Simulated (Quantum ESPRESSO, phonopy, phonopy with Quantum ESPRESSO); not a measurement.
# Grüneisen parameters and expansion of KBr (Fm-3m)

Which modes of KBr drive its thermal expansion?

Measurements to reproduce:
- volume expansion coefficient 116.1 1e-6/K and heat capacity C_P per formula unit 52.3 J/mol/K near room temperature (given in “High-Throughput Prediction of Finite-Temperature Properties using the Quasi-Harmonic Approximation”, 2016, arXiv:1603.06924)
- volume expansion coefficient 117.6 1e-6/K near room temperature (given in “Descriptors for thermal expansion in solids”, 2017, arXiv:1701.03966)

Main program and level: Quantum ESPRESSO 7.5; DFT LDA, scalar-relativistic, plane waves, PseudoDojo norm-conserving pseudopotentials.

**1. The starting structure**

The structure is cubic, space group Fm-3m (No. 225). The conventional cell has a = 6.600 Å, b = 6.600 Å, c = 6.600 Å, α = 90.00°, β = 90.00°, γ = 90.00°. Nearest to K lie 6 Br at 3.30 Å. Nearest to Br lie 6 K at 3.30 Å. Farther neighbours and most contacts between anions are not listed.

**2. Probe on a coarse mesh**

A cheap single point shows whether the cell is a metal or an insulator and how far it is from rest; that sets the k-mesh and the occupations of what follows.

File probe.in:

```
&CONTROL
  calculation = 'scf'
  prefix      = 'x'
  outdir      = './tmp'
  pseudo_dir  = './pseudo'
  tprnfor     = .true.
  tstress     = .true.
  verbosity   = 'high'
/
&SYSTEM
  ibrav       = 0
  nat         = 2
  ntyp        = 2
  ecutwfc     = 72.0
  occupations = 'smearing'
  smearing    = 'gaussian'
  degauss     = 0.01
/
&ELECTRONS
  conv_thr         = 1.0d-07
  mixing_beta      = 0.7
  electron_maxstep = 100
/
ATOMIC_SPECIES
 K      39.0983  K.upf
 Br     79.9040  Br.upf
CELL_PARAMETERS angstrom
     0.000000000    3.300000000    3.300000000
     3.300000000    0.000000000    3.300000000
     3.300000000    3.300000000    0.000000000
ATOMIC_POSITIONS crystal
 K      0.000000000   0.000000000   0.000000000
 Br     0.500000000   0.500000000   0.500000000
K_POINTS automatic
 6 6 6 0 0 0
```

Run with:

```sh
OMP_NUM_THREADS=1 mpirun -n 8 pw.x -nk 8 -in probe.in > probe.out
```

Then come: relaxation; ground state at this cell; born charges and dielectric tensor; forces on a displaced cell; phonons, V/V0 1; self-consistent run, V/V0 1.02; zone-centre response; phonons, V/V0 1.02; self-consistent run, V/V0 0.98; lattice dynamics at this volume, V/V0 0.98; self-consistent run, V/V0 1.04; lattice dynamics at this volume, V/V0 1.04; self-consistent run, V/V0 1.06; phonons, V/V0 1.06; self-consistent run, V/V0 1.085; lattice dynamics at this volume, V/V0 1.085; how the modes move with volume; quasi-harmonic fit by phonopy. Settings of the main run: cutoff 72 Ry, 6×6×6 k-mesh, fixed occupations, 2×2×2 supercell, supercell k mesh 3×3×3, displacement 0.02 Å.

**Question.** What will these runs give for the volume expansion coefficient at 300 K?

Near room temperature KBr expands by 115 × 10⁻⁶/K in volume by LDA, with C_P = 25.8 J/(mol K) per mole of atoms and B_T = 16.8 GPa. C_P at room temperature is 104 % of the classical 3R an atom. A measured volume expansion coefficient near room temperature is 116.1 1e-6/K (arXiv:1603.06924); the calculated 115 1e-6/K differs by -1 %.

- volume expansion coefficient at 300 K: 115.4 1e-6/K
- isothermal bulk modulus at 300 K: 16.79 GPa
- C_P at 300 K: 25.85 J/mol-atom/K
- Grüneisen parameter at 300 K: 1.592
- mean mode Grüneisen parameter at 300 K: 1.50

A measured heat capacity per formula unit near room temperature is 52.3 J/mol/K (arXiv:1603.06924); the calculated 51.7 J/mol/K differs by -1 %. The heat-capacity-weighted Grüneisen parameter goes from 1.25 at 50 K to 1.51 at 800 K; 11 % of the modes stiffen on expansion. Weighting γ by the density of states and each mode's heat capacity at 300 K, modes below 60 cm⁻¹ give about 3 % of the sum of γC that drives the expansion, those up to 120 cm⁻¹ 41 % and the rest 56 %. Among the labelled points γ is largest for branch 6 at X (142 cm⁻¹, 2.4) and most negative for branch 1 at X (39.4 cm⁻¹, -1.3). The supercell is 7.6 Å across at its narrowest and was not tested against a larger one: only its own wavevectors are exact, and acoustic branches between them, with the entropy at low temperature, can be off.

[Logs are printed without paths, hosts, clocks, repeated set-up lines and the standing remarks that a program may print on its own settings, such as how far it seeks lower states.]

[Hosts, paths, dates, database ids (printed as entryN), source tags and the programs' standing remarks are cut or masked in the printed files.]

[A step with changed settings may run another functional than the one named; its input shows which.]

[Of the runs on displaced cells, only some may be shown.]
